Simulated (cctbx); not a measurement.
# What resolution and counting buy: In2Cu3N4

Space group C2/c (no. 15), a = 9.4200 Å, b = 8.8350 Å, c = 5.6070 Å, α = 90.00°, β = 91.92°, γ = 90.00°.

| atom | mult. | x | y | z | Ueq (Å²) |
| --- | --- | --- | --- | --- | --- |
| In1 | 8 | 0.3250 | 0.1180 | 0.1481 | 0.0063 |
| Cu1 | 4 | 1/2 | 0.7988 | 1/4 | 0.0155 |
| Cu2 | 8 | 0.1188 | 0.1025 | 0.5939 | 0.0127 |
| N1 | 8 | 0.3369 | 0.1102 | 0.5376 | 0.0111 |
| N2 | 8 | 0.6002 | 0.6510 | 0.9758 | 0.0158 |

This is a model crystal, built by substitution and not relaxed, with assumed displacement parameters.

Five simulated data sets (cctbx; Ag Kα, λ = 0.56087 Å; 6 % proportional error) differ in resolution or exposure (noise floor 2 counts in the first three, 8 in the last two). Each is refined with the right model, isotropic at 1.1 Å and anisotropic otherwise. How do the figures of merit and the uncertainties move?

```
d min (Å)  top counts  ⟨I/σ⟩ (unmerged, absences included)  unique  param. (scale apart)   Rint      R1  GooF  largest s.u. xyz (fractional)  s.u. U of N1 (Å²)  largest error (Å)
      1.1       20000                                  5.7     167                    18  0.043  0.0233  1.20                        0.00153             0.0028             0.0106
     0.84       20000                                  5.6     391                    41  0.039  0.0220  1.00                        0.00084             0.0023             0.0120
      0.6       20000                                  5.0    1045                    41  0.043  0.0227  0.92                        0.00051             0.0009             0.0043
     0.75         300                                  0.8     536                    41  0.263  0.0968  0.96                        0.00917             0.0153             0.0724
     0.75        3000                                  3.0     536                    41  0.063  0.0372  0.96                        0.00214             0.0043             0.0230
```

The number of reflections grows roughly as 1/d³: 167, 391 and 1045 here. R1 follows the noise rather than the truth: at 300 counts it is 0.0968, at 3000 counts 0.0372, while GooF is 0.96 and 0.96: the weights 1/σ² carry the noise. The s.u. of U (U11 where anisotropic) for N1 goes 0.0028, 0.0023, 0.0009 Å² with resolution and 0.0153, 0.0043 Å² with exposure.

The 1.1 Å row also differs in its displacement model, so it isn't a clean test of resolution.

Hardware for the 0.6 Å refinement: 0.48 s on 1 thread of Arm Neoverse V2 (shared host), peak memory 0.09 GiB.

[Logs are printed without paths, hosts, clocks, repeated set-up lines and the standing remarks that a program may print on its own settings, such as how far it seeks lower states.]
